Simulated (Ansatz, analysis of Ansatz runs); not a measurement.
# Migration in Li2CdCl4 (Imma): V_Li hop (4.5 Å), charge −1, part 2 of 4

Aim: the barrier of one jump in Li2CdCl4 (Imma) at charge −1: V_Li hop (4.5 Å). The model is a cell of 56 host atoms with 1 Li taken out; Li is the atom that moves.

Ansatz 0.2.0; plane-wave PAW DFT, PBEsol; nudged elastic band between two relaxed defect structures at fixed charge in a uniform background.

So far: Set-up; Relaxation of the start point, charge −1; Relaxation of the end point, charge −1.

**4. Nudged elastic band, charge −1**

5 movable images are laid between the ends on a pair-potential path, which keeps atoms from colliding in the first guess. Each image feels the true force across the path and a spring force along it. The highest image is set to climb to the top of the path.

This step: plane-wave PAW DFT, PBEsol; nudged elastic band between two relaxed defect structures at fixed charge in a uniform background.

The input, qm1.neb/input.yaml:

```yaml
crystal:
  lattice:
    - [0.0, 7.62069338, 10.46883164]
    - [7.38023042, 0.0, 10.46883164]
    - [7.38023042, 7.62069338, 0.0]
  atoms:
    - { symbol: Li, position: [0.19565378, 0.44652724, 0.05377924] }
    - { symbol: Li, position: [0.69564423, 0.94639336, 0.55361662] }
    - { symbol: Li, position: [0.94436655, 0.19496661, 0.80531588] }
    - { symbol: Li, position: [0.12702085, 0.62968104, 0.62211781] }
    - { symbol: Li, position: [0.37391448, 0.87664395, 0.87892806] }
    - { symbol: Li, position: [0.6242618, 0.12372711, 0.12554378] }
    - { symbol: Li, position: [0.87128762, 0.37962483, 0.37603619] }
    - { symbol: Li, position: [0.12964491, 0.12085864, 0.12341455] }
    - { symbol: Li, position: [0.37920521, 0.37730779, 0.37054715] }
    - { symbol: Li, position: [0.62675738, 0.62398604, 0.62018489] }
    - { symbol: Li, position: [0.8734756, 0.87456043, 0.87623075] }
    - { symbol: Li, position: [0.0531284, 0.80528888, 0.19529391] }
    - { symbol: Li, position: [0.30502088, 0.05079589, 0.44497274] }
    - { symbol: Li, position: [0.55464058, 0.30373073, 0.69635029] }
    - { symbol: Li, position: [0.80090542, 0.55480367, 0.94916192] }
    - { symbol: Cd, position: [0.00419211, -0.00384447, 0.49916831] }
    - { symbol: Cd, position: [0.24964501, 0.2520716, 0.74812357] }
    - { symbol: Cd, position: [0.49932372, 0.50084494, 0.0040095] }
    - { symbol: Cd, position: [0.74699727, 0.74660851, 0.25289511] }
    - { symbol: Cd, position: [0.00149296, 0.50027753, 0.49984265] }
    - { symbol: Cd, position: [0.25056839, 0.74965806, 0.74562337] }
    - { symbol: Cd, position: [0.49640248, -0.00229022, 0.00266667] }
    - { symbol: Cd, position: [0.74538676, 0.25519066, 0.25070525] }
    - { symbol: Cl, position: [0.13426324, 0.12257158, 0.87741682] }
    - { symbol: Cl, position: [0.38682607, 0.36657042, 0.13061064] }
    - { symbol: Cl, position: [0.644342, 0.61294873, 0.38678223] }
    - { symbol: Cl, position: [0.88409891, 0.86955408, 0.63304034] }
    - { symbol: Cl, position: [0.24253673, 0.7516649, 0.50749596] }
    - { symbol: Cl, position: [0.49625697, 1.00303649, 0.74893301] }
    - { symbol: Cl, position: [0.74720717, 0.24664274, 0.00329256] }
    - { symbol: Cl, position: [1.00113928, 0.49793108, 0.25361696] }
    - { symbol: Cl, position: [0.11597727, 0.63737282, 0.86550603] }
    - { symbol: Cl, position: [0.36291964, 0.89463857, 0.10532552] }
    - { symbol: Cl, position: [0.61908548, 0.13465954, 0.36275768] }
    - { symbol: Cl, position: [0.87217951, 0.38467862, 0.61545258] }
    - { symbol: Cl, position: [0.24772356, 0.25171351, -0.00323108] }
    - { symbol: Cl, position: [0.50098675, 0.49320787, 0.24823057] }
    - { symbol: Cl, position: [0.75264989, 0.74668453, 0.50137251] }
    - { symbol: Cl, position: [0.99639915, 0.99750408, 0.75310595] }
    - { symbol: Cl, position: [-0.0038255, 0.00621145, 0.24933208] }
    - { symbol: Cl, position: [0.25191605, 0.25363017, 0.4978738] }
    - { symbol: Cl, position: [0.50062966, 0.50157032, 0.75366125] }
    - { symbol: Cl, position: [0.7510378, 0.75341876, 0.99835918] }
    - { symbol: Cl, position: [0.13283808, 0.61409135, 0.38572022] }
    - { symbol: Cl, position: [0.38156468, 0.86393412, 0.63848301] }
    - { symbol: Cl, position: [0.62893302, 0.11162661, 0.88834132] }
    - { symbol: Cl, position: [0.88425664, 0.3614456, 0.13596872] }
    - { symbol: Cl, position: [0.00327598, 0.5026227, 0.74602836] }
    - { symbol: Cl, position: [0.25121158, 0.75121861, 0.9938213] }
    - { symbol: Cl, position: [0.50291879, 0.00165547, 0.24651386] }
    - { symbol: Cl, position: [0.75564278, 0.24699684, 0.49832383] }
    - { symbol: Cl, position: [0.11123853, 0.13424487, 0.36864355] }
    - { symbol: Cl, position: [0.3636888, 0.38315889, 0.6168868] }
    - { symbol: Cl, position: [0.61402452, 0.6312941, 0.86585936] }
    - { symbol: Cl, position: [0.86120167, 0.87875124, 0.12133235] }
total_charge: -1
basis:
  ecutwfc: 420
  xc_grid: 2
hamiltonian:
  xc: pbesol
kpoints:
  mp_grid: { grid: [1, 1, 1], shift: [0.25, 0.25, 0.25] }
scf:
  occupations: { method: fixed }
  max_iter: 120
output:
  forces: true
neb:
  images: 5
  f_tol: 0.04
  climbing: true
  initial_path: idpp
  max_iterations: 45
  order_check: true
  final_atoms:
    - { symbol: Li, position: [0.19514239, 0.44714015, 0.05847338] }
    - { symbol: Li, position: [0.69088019, 0.95136831, 0.55435638] }
[... 1 atom line left out ...]
    - { symbol: Li, position: [0.44516654, 0.69685768, 0.30443327] }
[... 4 atom lines left out ...]
    - { symbol: Li, position: [0.37103657, 0.38103686, 0.37878238] }
[... 6 atom lines left out ...]
    - { symbol: Cd, position: [0.00383284, -0.01061538, 0.4995564] }
[... 4 atom lines left out ...]
    - { symbol: Cd, position: [0.25028867, 0.74298356, 0.74600643] }
[... 5 atom lines left out ...]
    - { symbol: Cl, position: [0.8730309, 0.88090421, 0.63348389] }
    - { symbol: Cl, position: [0.2515584, 0.75075634, 0.49859094] }
[... 3 atom lines left out ...]
    - { symbol: Cl, position: [0.11590155, 0.6379582, 0.87647778] }
[... 4 atom lines left out ...]
    - { symbol: Cl, position: [0.50256917, 0.49679768, 0.24682513] }
[... 2 atom lines left out ...]
    - { symbol: Cl, position: [0.00157877, 0.00165292, 0.24530884] }
[... 1 atom line left out ...]
    - { symbol: Cl, position: [0.50478808, 0.49845709, 0.74832093] }
[... 1 atom line left out ...]
    - { symbol: Cl, position: [0.13502507, 0.61037655, 0.37174415] }
[... 8 atom lines left out ...]
    - { symbol: Cl, position: [0.3781449, 0.36714643, 0.61490354] }
[... 1 atom line left out ...]
    - { symbol: Cl, position: [0.85924069, 0.88361833, 0.11830859] }
```

Launch:

```sh
$ ansatz run input.yaml --threads 4 --pin off --max-ram 14131MiB --backend cpu --events-out ev --progress --plain --runs-dir out
```

Numbers of over 12 decimals in the logs are rounded to 6 here.

What it wrote:

```text
[...]
Warning: neb: disabling space-group detection — the band's intermediate images generally break the endpoint symmetry, so the full k-mesh is solved, and no spatial operation symmetrises the density, except that a semilocal band can use its path's symmetry [...]
[...]
parallel-image band execution: 4 concurrent image workers
NEB image 0
Crystal: 55 atoms, lattice volume = 1177.586 Å³
Basis set: ecut = 420 eV, 23051 PW (Γ), exchange–correlation on 180×180×144 points (8 copies of the dense FFT grid, shifted against one another)
Bands: 270, of which v1, the nominal top of the filled ones, is band 215 counted from 1 (214 counted from 0)
Symmetry: 1 space group operations
k-points: 1
[...]
SCF iter   1: F=—  HF=-102540.947072 eV  |F-HF|=—  |Δ(HF+E_count)|=         —  Δρ=9.39e-3  dr2=1.11e0  ethr=1.77e-3  ⟨swp⟩=5.0  Hψ=780  notcnv=0  defer=53
[...]
SCF iter   8: F=-102540.563818 eV  HF=-102540.563818 eV  |F-HF|=1.06e-7  |Δ(HF+E_count)|=   9.12e-7  Δρ=2.58e-6  dr2=8.04e-8  ethr=2.33e-11  ⟨swp⟩=2.0  Hψ=927  notcnv=0
SCF 1 converged in 8 iterations: F = -102540.563818 eV  dr2 = 8.04e-8
[...]
NSCF: frozen V_eff on 1 k-points
NEB image 6
SCF iter   1: F=—  HF=-102540.755622 eV  |F-HF|=—  |Δ(HF+E_count)|=         —  Δρ=9.39e-3  dr2=1.11e0  ethr=1.77e-3  ⟨swp⟩=5.0  Hψ=780  notcnv=0  defer=53
[...]
SCF iter   8: F=-102540.371760 eV  HF=-102540.371760 eV  |F-HF|=4.23e-8  |Δ(HF+E_count)|=   5.40e-7  Δρ=1.77e-6  dr2=3.79e-8  ethr=2.33e-11  ⟨swp⟩=4.0  Hψ=837  notcnv=0
SCF 2 converged in 8 iterations: F = -102540.371760 eV  dr2 = 3.79e-8
[...]
NEB end point (image 0): max|allowed force component| = 1.272e-2 eV/Å (the criterion of neb.relax_end_points is 1.000e-2)
NEB end point (image 6): max|allowed force component| = 1.343e-2 eV/Å (the criterion of neb.relax_end_points is 1.000e-2)
NEB image 1
SCF iter   1: F=—  HF=-102540.627025 eV  |F-HF|=—  |Δ(HF+E_count)|=         —  Δρ=9.39e-3  dr2=1.11e0  ethr=1.77e-3  ⟨swp⟩=5.0  Hψ=779  notcnv=0  defer=53
[...]
SCF iter   8: F=-102540.242744 eV  HF=-102540.242744 eV  |F-HF|=1.62e-7  |Δ(HF+E_count)|=   1.96e-6  Δρ=2.05e-6  dr2=8.37e-8  ethr=2.33e-11  ⟨swp⟩=2.0  Hψ=927  notcnv=0
SCF 3 converged in 8 iterations: F = -102540.242744 eV  dr2 = 8.37e-8
NEB image 2
SCF iter   1: F=—  HF=-102539.957434 eV  |F-HF|=—  |Δ(HF+E_count)|=         —  Δρ=9.42e-3  dr2=1.13e0  ethr=1.77e-3  ⟨swp⟩=5.0  Hψ=780  notcnv=0  defer=53
[...]
SCF iter   8: F=-102539.570017 eV  HF=-102539.570017 eV  |F-HF|=1.50e-7  |Δ(HF+E_count)|=   2.78e-6  Δρ=2.09e-6  dr2=8.40e-8  ethr=2.33e-11  ⟨swp⟩=3.0  Hψ=928  notcnv=0
SCF 4 converged in 8 iterations: F = -102539.570017 eV  dr2 = 8.40e-8
NEB image 3
SCF iter   1: F=—  HF=-102539.355824 eV  |F-HF|=—  |Δ(HF+E_count)|=         —  Δρ=9.46e-3  dr2=1.14e0  ethr=1.77e-3  ⟨swp⟩=5.0  Hψ=780  notcnv=0  defer=53
[...]
SCF iter   8: F=-102538.963641 eV  HF=-102538.963641 eV  |F-HF|=1.54e-7  |Δ(HF+E_count)|=   3.19e-6  Δρ=2.19e-6  dr2=8.95e-8  ethr=2.33e-11  ⟨swp⟩=3.0  Hψ=933  notcnv=0
SCF 5 converged in 8 iterations: F = -102538.963641 eV  dr2 = 8.95e-8
NEB image 4
SCF iter   1: F=—  HF=-102539.394874 eV  |F-HF|=—  |Δ(HF+E_count)|=         —  Δρ=9.45e-3  dr2=1.14e0  ethr=1.77e-3  ⟨swp⟩=5.0  Hψ=780  notcnv=0  defer=53
[...]
SCF iter   8: F=-102539.004749 eV  HF=-102539.004749 eV  |F-HF|=1.58e-7  |Δ(HF+E_count)|=   3.14e-6  Δρ=2.17e-6  dr2=9.10e-8  ethr=2.33e-11  ⟨swp⟩=3.0  Hψ=920  notcnv=0
SCF 6 converged in 8 iterations: F = -102539.004749 eV  dr2 = 9.10e-8
NEB image 5
SCF iter   1: F=—  HF=-102540.241290 eV  |F-HF|=—  |Δ(HF+E_count)|=         —  Δρ=9.42e-3  dr2=1.12e0  ethr=1.77e-3  ⟨swp⟩=5.0  Hψ=780  notcnv=0  defer=53
[...]
SCF iter   8: F=-102539.854749 eV  HF=-102539.854749 eV  |F-HF|=4.76e-8  |Δ(HF+E_count)|=   5.60e-7  Δρ=1.84e-6  dr2=4.15e-8  ethr=2.33e-11  ⟨swp⟩=4.0  Hψ=838  notcnv=0
SCF 7 converged in 8 iterations: F = -102539.854749 eV  dr2 = 4.15e-8
NEB iter   1: max|band force component| = 2.098e0 eV/Å  barrier→ = 1.6002 eV  barrier← = 1.4081 eV  Δτ_max = 0.1991 Å  (56 SCF iters)
NEB image 1
[...]
SCF iter   8: F=-102540.381732 eV  HF=-102540.381732 eV  |F-HF|=1.41e-8  |Δ(HF+E_count)|=   1.44e-7  Δρ=9.85e-7  dr2=1.70e-8  ethr=2.33e-11  ⟨swp⟩=4.0  Hψ=739  notcnv=0
SCF 8 converged in 8 iterations: F = -102540.381732 eV  dr2 = 1.70e-8
NEB image 2
[...]
SCF iter   8: F=-102540.030518 eV  HF=-102540.030518 eV  |F-HF|=1.73e-8  |Δ(HF+E_count)|=   2.98e-7  Δρ=1.37e-6  dr2=3.31e-8  ethr=2.33e-11  ⟨swp⟩=4.0  Hψ=834  notcnv=0
SCF 9 converged in 8 iterations: F = -102540.030518 eV  dr2 = 3.31e-8
NEB image 3
[...]
SCF iter   8: F=-102539.657672 eV  HF=-102539.657672 eV  |F-HF|=1.72e-8  |Δ(HF+E_count)|=   3.26e-7  Δρ=1.49e-6  dr2=3.72e-8  ethr=2.33e-11  ⟨swp⟩=4.0  Hψ=796  notcnv=0
SCF 10 converged in 8 iterations: F = -102539.657672 eV  dr2 = 3.72e-8
NEB image 4
[...]
SCF iter   8: F=-102539.578380 eV  HF=-102539.578380 eV  |F-HF|=1.25e-8  |Δ(HF+E_count)|=   2.49e-7  Δρ=1.32e-6  dr2=3.02e-8  ethr=2.33e-11  ⟨swp⟩=4.0  Hψ=799  notcnv=0
SCF 11 converged in 8 iterations: F = -102539.578380 eV  dr2 = 3.02e-8
NEB image 5
[...]
SCF iter   8: F=-102540.081335 eV  HF=-102540.081335 eV  |F-HF|=2.41e-8  |Δ(HF+E_count)|=   2.09e-7  Δρ=1.13e-6  dr2=2.29e-8  ethr=2.33e-11  ⟨swp⟩=4.0  Hψ=808  notcnv=0
SCF 12 converged in 8 iterations: F = -102540.081335 eV  dr2 = 2.29e-8
NEB iter   2: max|band force component| = 1.554e0 eV/Å  barrier→ = 0.9854 eV  barrier← = 0.7934 eV  Δτ_max = 0.2000 Å  (40 SCF iters)
NEB image 1
[...]
SCF iter   7: F=-102540.396364 eV  HF=-102540.396363 eV  |F-HF|=1.04e-8  |Δ(HF+E_count)|=   1.19e-8  Δρ=1.18e-6  dr2=1.65e-8  ethr=2.33e-11  ⟨swp⟩=4.0  Hψ=832  notcnv=0
SCF 13 converged in 7 iterations: F = -102540.396364 eV  dr2 = 1.65e-8
NEB image 2
[...]
SCF iter   7: F=-102540.146324 eV  HF=-102540.146324 eV  |F-HF|=6.52e-8  |Δ(HF+E_count)|=   5.96e-8  Δρ=2.36e-6  dr2=7.99e-8  ethr=2.33e-11  ⟨swp⟩=2.0  Hψ=920  notcnv=0
SCF 14 converged in 7 iterations: F = -102540.146324 eV  dr2 = 7.99e-8
NEB image 3
[...]
SCF iter   8: F=-102539.988463 eV  HF=-102539.988463 eV  |F-HF|=8.37e-9  |Δ(HF+E_count)|=   1.98e-7  Δρ=9.94e-7  dr2=1.67e-8  ethr=2.33e-11  ⟨swp⟩=4.0  Hψ=711  notcnv=0
SCF 15 converged in 8 iterations: F = -102539.988463 eV  dr2 = 1.67e-8
NEB image 4
[...]
SCF 118 converged in 8 iterations: F = -102540.008451 eV  dr2 = 7.34e-8
NEB point between images 4 and 5
[...]
SCF iter   8: F=-102539.930888 eV  HF=-102539.930888 eV  |F-HF|=1.77e-8  |Δ(HF+E_count)|=   3.03e-7  Δρ=1.18e-6  dr2=2.21e-8  ethr=2.33e-11  ⟨swp⟩=4.0  Hψ=818  notcnv=0
SCF 119 converged in 8 iterations: F = -102539.930888 eV  dr2 = 2.21e-8
NEB point between images 4 and 5
[...]
SCF iter   8: F=-102539.935368 eV  HF=-102539.935368 eV  |F-HF|=1.80e-8  |Δ(HF+E_count)|=   3.04e-7  Δρ=1.17e-6  dr2=2.19e-8  ethr=2.33e-11  ⟨swp⟩=4.0  Hψ=819  notcnv=0
SCF 120 converged in 8 iterations: F = -102539.935368 eV  dr2 = 2.19e-8
NEB point between images 4 and 5
[...]
SCF iter   8: F=-102539.955767 eV  HF=-102539.955767 eV  |F-HF|=1.97e-8  |Δ(HF+E_count)|=   3.13e-7  Δρ=1.13e-6  dr2=2.13e-8  ethr=2.33e-11  ⟨swp⟩=4.0  Hψ=819  notcnv=0
SCF 121 converged in 8 iterations: F = -102539.955767 eV  dr2 = 2.13e-8
NEB point between images 4 and 5
[...]
SCF iter   8: F=-102539.930349 eV  HF=-102539.930349 eV  |F-HF|=1.53e-8  |Δ(HF+E_count)|=   2.64e-7  Δρ=1.09e-6  dr2=1.88e-8  ethr=2.33e-11  ⟨swp⟩=4.0  Hψ=803  notcnv=0
SCF 122 converged in 8 iterations: F = -102539.930349 eV  dr2 = 1.88e-8
NEB point between images 4 and 5
[...]
SCF iter   8: F=-102539.934556 eV  HF=-102539.934556 eV  |F-HF|=1.54e-8  |Δ(HF+E_count)|=   2.64e-7  Δρ=1.08e-6  dr2=1.86e-8  ethr=2.33e-11  ⟨swp⟩=4.0  Hψ=817  notcnv=0
SCF 123 converged in 8 iterations: F = -102539.934556 eV  dr2 = 1.86e-8
NEB point between images 4 and 5
[...]
SCF iter   8: F=-102539.954104 eV  HF=-102539.954104 eV  |F-HF|=1.68e-8  |Δ(HF+E_count)|=   2.73e-7  Δρ=1.05e-6  dr2=1.81e-8  ethr=2.33e-11  ⟨swp⟩=4.0  Hψ=805  notcnv=0
SCF 124 converged in 8 iterations: F = -102539.954104 eV  dr2 = 1.81e-8
NEB iter  13: max|band force component| = 3.203e-2 eV/Å  barrier→ = 0.6042 eV  barrier← = 0.4121 eV  CI = image 4  Δτ_max = 0.0000 Å  (475 SCF iters)
SCF converged after 7 iterations
Free energy (F): -102539.959654 eV
[...]
Internal energy: -102539.959654 eV  (E = F + TS)
E sigma→0 (E₀):  -102539.959654 eV
Fermi energy:    2.529583 eV
[...]
--- Forces (eV/Å), atoms counted from 1 ---
  atom   1  Li     0.00256730     0.00145129    -0.00052346
  atom   2  Li    -0.00208132     0.00019278    -0.00022269
  [... 1 atom left out ...]
  atom   4  Li    -0.00472261    -0.00663562    -0.01006331
  [... 4 atoms left out ...]
  atom   9  Li     0.00501671    -0.00169142     0.00100621
  [... 6 atoms left out ...]
  atom  16  Cd    -0.01514907     0.01018658     0.00992359
  [... 4 atoms left out ...]
  atom  21  Cd    -0.01826014     0.01466525    -0.01260620
  [... 5 atoms left out ...]
  atom  27  Cl     0.00079435    -0.00129589     0.00438328
  atom  28  Cl    -0.01271395     0.00283821    -0.00254874
  [... 3 atoms left out ...]
  atom  32  Cl     0.00463336    -0.00129776     0.00260559
  [... 4 atoms left out ...]
  atom  37  Cl     0.01317672    -0.00974587    -0.00732867
  [... 6 atoms left out ...]
  atom  44  Cl    -0.00205047     0.00403901     0.01132319
  [... 8 atoms left out ...]
  atom  53  Cl     0.00258949    -0.00541310    -0.01116667
  [... 2 atoms left out ...]
  max |Σ_I F_I| component: 5.25e-5 eV/Å
--- Band table (eV) ---
[...]
this run last wrote the band of iteration 13 to <dir>
--- NEB band (7 images, 13 band iterations, 899 SCF iterations) ---
  forward barrier  = 0.604164 eV
  backward barrier = 0.412106 eV
  climbing image's point = a first-order saddle point (lowest curvatures found: -0.30 and 0.57 eV/Å²)
  energies are F+E_penalty+E_count in eV, relative to image 0
  image     s (Å)  Δ vs image 0  max|band force component| (eV/Å)
      0    0.0000      0.000000                                 —
      1    0.8733      0.165839                          8.667e-3
      2    1.7464      0.354804                          8.184e-3
      3    2.6199      0.448755                          2.267e-2
  *   4    3.4932      0.604164                          3.203e-2
      5    4.6695      0.498243                          1.982e-2
      6    5.8457      0.192058                                 —
  saddle-point geometry (image 4):
  cell:  # Å, volume = 1177.5860 Å³
    - [0.0, 7.62069338, 10.46883164]
    - [7.38023042, 0.0, 10.46883164]
    - [7.38023042, 7.62069338, 0.0]
  atoms:
    - { symbol: Li, position: [0.196550, 0.446669, 0.057526] }
    - { symbol: Li, position: [0.694443, 0.949080, 0.559739] }
    - { symbol: Li, position: [0.949285, 0.197151, 0.804048] }
    - { symbol: Li, position: [0.288276, 0.675853, 0.338988] }
    - { symbol: Li, position: [0.373216, 0.878550, 0.879324] }
    - { symbol: Li, position: [0.623782, 0.121570, 0.122824] }
    - { symbol: Li, position: [0.872275, 0.381078, 0.379415] }
    - { symbol: Li, position: [0.130450, 0.121828, 0.124704] }
    - { symbol: Li, position: [0.385790, 0.358914, 0.375312] }
    - { symbol: Li, position: [0.628256, 0.624294, 0.621279] }
    - { symbol: Li, position: [0.877845, 0.865690, 0.871246] }
    - { symbol: Li, position: [0.045435, 0.808756, 0.184029] }
    - { symbol: Li, position: [0.301814, 0.048268, 0.449724] }
    - { symbol: Li, position: [0.555671, 0.298671, 0.696489] }
    - { symbol: Li, position: [0.804861, 0.550506, 0.946588] }
    - { symbol: Cd, position: [-0.003448, 0.002332, 0.508572] }
    - { symbol: Cd, position: [0.248931, 0.259404, 0.749321] }
    - { symbol: Cd, position: [0.505580, 0.494259, -0.004531] }
    - { symbol: Cd, position: [0.747074, 0.746074, 0.254631] }
    - { symbol: Cd, position: [0.002006, 0.504351, 0.505430] }
    - { symbol: Cd, position: [0.248102, 0.748309, 0.755575] }
    - { symbol: Cd, position: [0.496802, -0.005704, 0.005709] }
    - { symbol: Cd, position: [0.758504, 0.241639, 0.249932] }
    - { symbol: Cl, position: [0.137443, 0.122853, 0.879833] }
    - { symbol: Cl, position: [0.392541, 0.361994, 0.130796] }
    - { symbol: Cl, position: [0.644181, 0.613088, 0.388865] }
    - { symbol: Cl, position: [0.879784, 0.878647, 0.632892] }
    - { symbol: Cl, position: [0.252675, 0.776360, 0.498454] }
    - { symbol: Cl, position: [0.493875, 1.002331, 0.754279] }
    - { symbol: Cl, position: [0.751871, 0.243855, 0.004122] }
    - { symbol: Cl, position: [1.001693, 0.499900, 0.259468] }
    - { symbol: Cl, position: [0.118730, 0.638302, 0.875323] }
    - { symbol: Cl, position: [0.362017, 0.889313, 0.112101] }
    - { symbol: Cl, position: [0.625893, 0.129710, 0.359131] }
    - { symbol: Cl, position: [0.871226, 0.386359, 0.616707] }
    - { symbol: Cl, position: [0.249691, 0.248918, 0.001427] }
    - { symbol: Cl, position: [0.507539, 0.489025, 0.243807] }
    - { symbol: Cl, position: [0.754494, 0.748586, 0.501377] }
    - { symbol: Cl, position: [0.997582, 0.998864, 0.758497] }
    - { symbol: Cl, position: [0.007145, -0.005181, 0.251438] }
    - { symbol: Cl, position: [0.250078, 0.254246, 0.499244] }
    - { symbol: Cl, position: [0.502038, 0.500168, 0.750195] }
    - { symbol: Cl, position: [0.749756, 0.750376, 1.001384] }
    - { symbol: Cl, position: [0.141504, 0.616468, 0.365210] }
    - { symbol: Cl, position: [0.381161, 0.862300, 0.645307] }
    - { symbol: Cl, position: [0.627928, 0.110552, 0.890276] }
    - { symbol: Cl, position: [0.884082, 0.359834, 0.137598] }
    - { symbol: Cl, position: [0.002076, 0.500096, 0.748435] }
    - { symbol: Cl, position: [0.256848, 0.748188, 1.001733] }
    - { symbol: Cl, position: [0.500281, -9.682602211369407e-5, 0.249857] }
    - { symbol: Cl, position: [0.753107, 0.252393, 0.495133] }
    - { symbol: Cl, position: [0.106488, 0.139512, 0.369546] }
    - { symbol: Cl, position: [0.376819, 0.372969, 0.607545] }
    - { symbol: Cl, position: [0.614588, 0.629759, 0.867662] }
    - { symbol: Cl, position: [0.854969, 0.882511, 0.118019] }
```

Run time: 35 min. Hardware: 4 threads of Arm Neoverse V1, shared host; peak memory 7 GiB.

The path, image by image:

| image | path (Å) | energy (eV) | Li4: x, y, z (Å) |
| --- | --- | --- | --- |
| 0 | 0.000 | 0.0000 | 9.239, 5.709, 7.922 |
| 1 | 0.873 | 0.1658 | 8.691, 5.708, 8.426 |
| 2 | 1.746 | 0.3548 | 8.031, 5.699, 8.954 |
| 3 | 2.620 | 0.4488 | 7.594, 5.398, 9.531 |
| 4 | 3.493 | 0.6042 | 7.490, 4.780, 10.093 |
| 5 | 4.669 | 0.4982 | 7.388, 4.917, 11.189 |
| 6 | 5.846 | 0.1921 | 7.390, 5.712, 11.956 |

Numbers from this step:

| Quantity | Value |
| --- | --- |
| free energy | -102539.9597 eV |
| barrier forward | 0.6042 eV |
| barrier backward | 0.4121 eV |
| end less start | 0.1921 eV |
| hop length | 4.437 Å |

Track of the atom that was set to move:

| image | x (Å) | y (Å) | z (Å) | nearest neighbour | distance (Å) |
| --- | --- | --- | --- | --- | --- |
| 0 | 9.239 | 5.709 | 7.922 | Cl | 2.487 |
| 1 | 8.691 | 5.708 | 8.426 | Cl | 2.319 |
| 2 | 8.031 | 5.699 | 8.954 | Cl | 2.252 |
| 3 | 7.594 | 5.398 | 9.531 | Cl | 2.239 |
| 4 | 7.49 | 4.78 | 10.09 | Cl | 2.244 |
| 5 | 7.388 | 4.917 | 11.19 | Cl | 2.241 |
| 6 | 7.39 | 5.712 | 11.96 | Cl | 2.343 |

The band met its tolerance of 0.04 eV/Å after 13 iterations, with image 4 on top (the start counts as 0). Li4, which moves farthest between the ends, has 6 Cl at 2.49 to 2.63 Å nearest at the start and 3 Cl at 2.24 to 2.36 Å at the top. In at least one step between neighbouring images a covalent bond changes partner or an atom goes far. The images sample such a step coarsely, so the top may lie higher.

(Part 2 of 4 ends here.)

[Logs are printed without paths, hosts, clocks, repeated set-up lines and the standing remarks that a program may print on its own settings, such as how far it seeks lower states.]

[Hosts, paths, dates, database ids (printed as entryN), source tags and the programs' standing remarks are cut or masked in the printed files.]
